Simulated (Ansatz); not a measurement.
# SrVO3 (Pm-3m): Hubbard U and Hund's J by constrained RPA, part 2 of 2

Aim: U, U′ and J for the V t2g shell of SrVO3 (Pm-3m).

Ansatz 0.2.0; non-magnetic PBEsol, then constrained RPA, plane waves, PAW.

So far. Step 3 (Constrained RPA: V t2g, bands v1 to c2, 6×6×6 mesh …): On the V t2g shell, screening brings the on-site interaction from 16.1 eV down to U = 3.23 eV.

### Step 4. Constrained RPA: V t2g + anion p, bands v10 to c2, 6×6×6 mesh, medium accuracy

Level of this step: constrained RPA on PBEsol, plane waves, PAW (Ansatz).

input.yaml

```yaml
crystal:
  lattice:
    - [-3.8409, 0.0, 0.0]
    - [0.0, 0.0, -3.8409]
    - [0.0, -3.8409, 0.0]
  atoms:
    - { symbol: Sr, position: [0.5, 0.5, 0.5] }
    - { symbol: V, position: [0.0, 0.0, 0.0] }
    - { symbol: O, position: [0.5, 0.0, 0.0] }
    - { symbol: O, position: [0.0, 0.5, 0.0] }
    - { symbol: O, position: [0.0, 0.0, 0.5] }
kpoints:
  mp_grid: { grid: [6, 6, 6] }
hamiltonian:
  xc: pbesol
scf:
  occupations: { method: gaussian, width: 0.08 }
  n_extra_bands: 19
  max_iter: 150
  lower_state_search: "off"
output:
  crpa:
    kmesh: [6, 6, 6]
    target_bands: [v10, c2]
    projections:
      - { species: V, l: d, shell: 3, orbitals: [dxz, dyz, dxy] }
      - { species: O, l: p, shell: 2 }
  local_orbitals:
    kmesh: [6, 6, 6]
    orbitals:
      - { species: V, l: d, shell: 3, orbitals: [dxz, dyz, dxy] }
      - { species: O, l: p, shell: 2 }
    window: { bands: [v10, c2] }
    seedname: lo
```

Command:

```
$ ansatz run input.yaml --threads 4 --pin off --max-ram 14745MiB --backend cpu --events-out ev --progress --plain --runs-dir out
```

Numbers of over 12 decimals in the logs are rounded to 6 here.

Output:

```text
[...]
Crystal: 5 atoms, lattice volume = 56.663 Å³
Basis set: ecut = 420 eV, 1141 PW (Γ)
Bands: 40, of which v1, the nominal top of the filled ones, is band 21 counted from 1 (20 counted from 0)
Symmetry: 48 space group operations
[...]
k-points: 20 of 216
[...]
SCF iter   1: F=—  HF=-8066.716127 eV  |F-HF|=—  |Δ(HF+E_count)|=         —  Δρ=1.76e-2  dr2=1.45e-1  ethr=1.77e-3  ⟨swp⟩=7.5  Hψ=3962  notcnv=0  defer=143
[...]
SCF iter   7: F=-8066.681820 eV  HF=-8066.681820 eV  |F-HF|=1.93e-8  |Δ(HF+E_count)|=   3.81e-7  Δρ=1.03e-5  dr2=4.60e-8  ethr=2.44e-10  ⟨swp⟩=10.4  Hψ=4540  notcnv=0
SCF 1 converged in 7 iterations: F = -8066.681820 eV  dr2 = 4.60e-8
[...]
cRPA screening: q 1/216
cRPA screening: q 2/216
cRPA screening: q 8/216 (q-point 3)
cRPA screening: q 14/216 (q-point 4)
cRPA screening: q 17/216 (q-point 8)
cRPA screening: q 23/216 (q-point 9)
cRPA screening: q 35/216 (q-point 10)
cRPA screening: q 47/216 (q-point 11)
cRPA screening: q 59/216 (q-point 12)
cRPA screening: q 65/216 (q-point 15)
[...]
cRPA screening: q 198/216 (q-point 89)
cRPA screening: q 204/216 (q-point 94)
cRPA screening: q 210/216 (q-point 95)
cRPA screening: q 216/216 (q-point 130)
SCF converged after 7 iterations
Free energy (F): -8066.681820 eV
[...]
Internal energy: -8066.674324 eV  (E = F + TS)
E sigma→0 (E₀):  -8066.678072 eV
Entropy (-TS):   -0.007495 eV (-1.499 meV/atom)
Fermi energy:    12.323435 eV
[...]
--- Band table (eV; the first three rows and the last of 20) ---
  k-point 0: bands = [... 17 lower, 9.9631, 9.9631, 9.9631, 11.4001, 11.4001, 11.4001, 13.6779, 13.6779, ... 15 higher]
  k-point 1: bands = [... 17 lower, 9.1706, 9.7720, 9.7720, 11.4308, 12.0447, 12.0447, 13.6842, 14.4807, ... 15 higher]
  k-point 2: bands = [... 17 lower, 8.4173, 9.5822, 9.5822, 11.4936, 12.9695, 12.9695, 13.6923, 15.5596, ... 15 higher]
  k-point 19: bands = [... 17 lower, 10.3415, 10.3415, 10.3415, 13.9401, 13.9401, 13.9401, 17.5461, 17.5461, ... 15 higher]
[...]
χ-basis size per q: N_G = 196..216
[...]
Each shell's averages of U are screened by what lies outside the whole window alone: parameters of one model of all the shells.
    Site 1, 3D, 3 of 5 d orbitals (Wannier functions 1, 2, 3; wannier90's mr 2, 3, 5):
      screened: U = 6.1094 eV, U' = 4.9160 eV, J = 0.5986 eV
      screened, to within: U = 1.1e-2 eV, U' = 1.1e-2 eV, J = 1.0e-3 eV
      bare: V = 19.6970 eV, V' = 18.2038 eV, J = 0.7524 eV
    Site 2, 2P, 3 of 3 p orbitals (Wannier functions 4, 5, 6; wannier90's mr 1, 2, 3):
      screened: U = 6.0236 eV, U' = 4.6507 eV, J = 0.6248 eV
      screened, to within: U = 1.1e-2 eV, U' = 1.1e-2 eV, J = 1.1e-3 eV
      bare: V = 18.0396 eV, V' = 16.2135 eV, J = 0.8227 eV
    Site 3, 2P, 3 of 3 p orbitals (Wannier functions 7, 8, 9; wannier90's mr 1, 2, 3):
      screened: U = 6.0236 eV, U' = 4.6507 eV, J = 0.6248 eV
      screened, to within: U = 1.1e-2 eV, U' = 1.1e-2 eV, J = 1.1e-3 eV
      bare: V = 18.0396 eV, V' = 16.2135 eV, J = 0.8227 eV
    Site 4, 2P, 3 of 3 p orbitals (Wannier functions 10, 11, 12; wannier90's mr 1, 2, 3):
      screened: U = 6.0236 eV, U' = 4.6507 eV, J = 0.6248 eV
      screened, to within: U = 1.1e-2 eV, U' = 1.1e-2 eV, J = 1.1e-3 eV
      bare: V = 18.0396 eV, V' = 16.2135 eV, J = 0.8227 eV
[...]
```

The job ended after 12 min (4 threads of Arm Neoverse V2, shared host; peak memory 0.84 GiB; 46 min of CPU time).

This step gave:

```
U                                                 : 6.109 eV
U prime (inter-orbital)                           : 4.916 eV
J                                                 : 0.5986 eV
bare V                                            : 19.70 eV
bare J                                            : 0.7524 eV
stated bound on U                                 : 0.01027 eV
U over bare V                                     : 0.3102
electrons in the window                           : 19.00
head of the constrained inverse dielectric matrix : 0.2426
least eigenvalue of the projection's overlap      : 0.5805
target functions                                  : 12
bands in the sums                                 : 46
r.m.s. miss of the model bands                    : 0.001464 eV
width of the target bands                         : 8.832 eV
weight of the projected orbitals in the window    : 0.9571
```

On the V t2g shell, screening brings the on-site interaction from 19.7 eV down to U = 6.11 eV.

Kanamori averages over each shell's functions. Crpa shells, by row:

```
site  element  shell  orbitals  U (eV)  U' (eV)  J (eV)  bare V (eV)  bare V' (eV)  bare J (eV)  bound on U (eV)
   2        V     3D         3   6.109    4.916  0.5986         19.7          18.2       0.7524          0.01027
   3        O     2P         3   6.024    4.651  0.6248        18.04         16.21       0.8227          0.01059
   4        O     2P         3   6.024    4.651  0.6248        18.04         16.21       0.8227          0.01059
   5        O     2P         3   6.024    4.651  0.6248        18.04         16.21       0.8227          0.01059
```

Projected local orbitals of the target window. The electronic bands at the labelled points (eV, zero at the Fermi level; # counts the bands kept):

```
    point     #6     #7     #8     #9    #10    #11    #12
        Γ  -3.22  -2.36  -2.36  -2.36  -0.92  -0.92  -0.92
  halfway  -3.73  -3.70  -2.66  -2.66  -0.86   0.21   0.21
        X  -4.55  -4.10  -2.81  -2.81  -0.80   1.04   1.04
  halfway  -3.94  -3.58  -3.52  -2.67   0.23   1.03   1.10
        M  -4.09  -3.59  -3.59  -2.07   1.02   1.02   1.38
  halfway  -3.80  -3.40  -3.27  -2.76   0.15   0.29   0.52
        Γ  -3.22  -2.36  -2.36  -2.36  -0.92  -0.92  -0.92
  halfway  -5.09  -2.97  -2.97  -2.64   0.56   0.65   0.65
        R  -5.89  -1.98  -1.98  -1.98   1.62   1.62   1.62
  halfway  -4.96  -3.00  -2.84  -2.55   0.71   1.17   1.20
        X  -4.55  -4.10  -2.81  -2.81  -0.80   1.04   1.04
jump to R  -5.89  -1.98  -1.98  -1.98   1.62   1.62   1.62
  halfway  -5.55  -2.69  -2.69  -2.03   1.27   1.27   1.49
        M  -4.09  -3.59  -3.59  -2.07   1.02   1.02   1.38
```

The same for Kohn-Sham, solved directly:

```
point     #6     #7     #8     #9    #10    #11    #12
    Γ  -3.22  -2.36  -2.36  -2.36  -0.92  -0.92  -0.92
    X  -4.55  -4.10  -2.81  -2.81  -0.80   1.04   1.04
    M  -4.09  -3.59  -3.59  -2.07   1.02   1.02   1.38
    Γ  -3.22  -2.36  -2.36  -2.36  -0.92  -0.92  -0.92
    R  -5.89  -1.98  -1.98  -1.98   1.62   1.62   1.62
    X  -4.55  -4.10  -2.81  -2.81  -0.80   1.04   1.04
    R  -5.89  -1.98  -1.98  -1.98   1.62   1.62   1.62
    M  -4.09  -3.59  -3.59  -2.07   1.02   1.02   1.38
```

Onsite levels, by row:

```
orbital  level less Fermi level (eV)
 V2 dxz                      -0.6162
 V2 dyz                      -0.6162
 V2 dxy                      -0.6162
  O3 pz                       -3.558
  O3 px                       -5.461
  O3 py                       -3.558
  O4 pz                       -5.461
  O4 px                       -3.558
  O4 py                       -3.558
  O5 pz                       -3.558
  O5 px                       -3.558
  O5 py                       -5.461
```

Largest distinct elements between sites. Hoppings, by row:

```
  from      to     cell  distance (Å)   t (eV)
V2 dxy   O3 py    0 0 0          1.92    1.232
 O3 px   O3 px    1 0 0         3.841   0.6756
 O4 px   O3 pz   -1 0 0         2.716   0.3002
 O3 px   O5 px    1 0 0         2.716   0.2604
 O3 py   O3 py    1 0 0         3.841  -0.1519
 O5 pz   O5 pz   -1 1 0         5.432   0.0775
 O5 pz   O5 px  -1 -1 0         5.432   0.0694
 O4 px   O5 px   0 1 -1         2.716  -0.0649
V2 dxy  V2 dxy    0 0 1         3.841  -0.0507
 O5 py   O5 py    0 0 2         7.682   0.0494
 O5 py   O4 pz    0 0 0         2.716  -0.0437
 O5 pz   O4 py    1 0 1         4.704   0.0416
```

### Step 5. The windows together

Times are wall times on 4 threads of Arm Neoverse V2, shared host, good to a factor of about two.

```
         target   bands  functions  width (eV)  bare V (eV)  U (eV)  U′ (eV)  J (eV)   U/V     time
          V t2g   v1–c2          3        2.54        16.15    3.23     2.37    0.41  0.20  1.9 min
V t2g + anion p  v10–c2         12        8.83        19.70    6.11     4.92    0.60  0.31   12 min
```

### Step 6. What came out

- V t2g: U 3.23 eV, U′ 2.37 eV, J 0.41 eV, bare V 16.1 eV
- V t2g + anion p: U 6.11 eV, U′ 4.92 eV, J 0.60 eV, bare V 19.7 eV
- method: constrained RPA on non-magnetic PBEsol, 6×6×6 mesh, static; search for lower states off

**Reading.** For V t2g, screening cuts the on-site interaction from 16.15 eV to 3.23 eV (20 %), while J goes only from 0.56 eV to 0.41 eV: the monopole is screened far more than the multipoles. U − 2J differs from U′ by +0.04 eV, so the Kanamori relation holds well. U is 1.3 times the width of the target bands. With the window V t2g + anion p U becomes 6.11 eV and the bare V 19.70 eV, so U/V goes from 0.20 to 0.31. The parent state is non-magnetic and the interaction static (zero frequency); U depends on the window and the orbitals, so it belongs to this model alone. The bands cross the Fermi level under this constraint, which need not be the crystal's state: magnetic order, correlation or a lattice distortion may open a gap. A window that holds the anion p bands defines a model with explicit ligands; its U belongs to that model and is not the U of DFT+U.

[Paths, hosts, dates, memory and timing lines, banners, echoed tables and standing remarks are left out of the program output.]

[Logs are printed without paths, hosts, clocks, repeated set-up lines and the standing remarks that a program may print on its own settings, such as how far it seeks lower states.]

[Runs of the session that timed out or met a known fault of the program may be left out.]

[Hosts, paths, dates, database ids (printed as entryN), source tags and the programs' standing remarks are cut or masked in the printed files.]
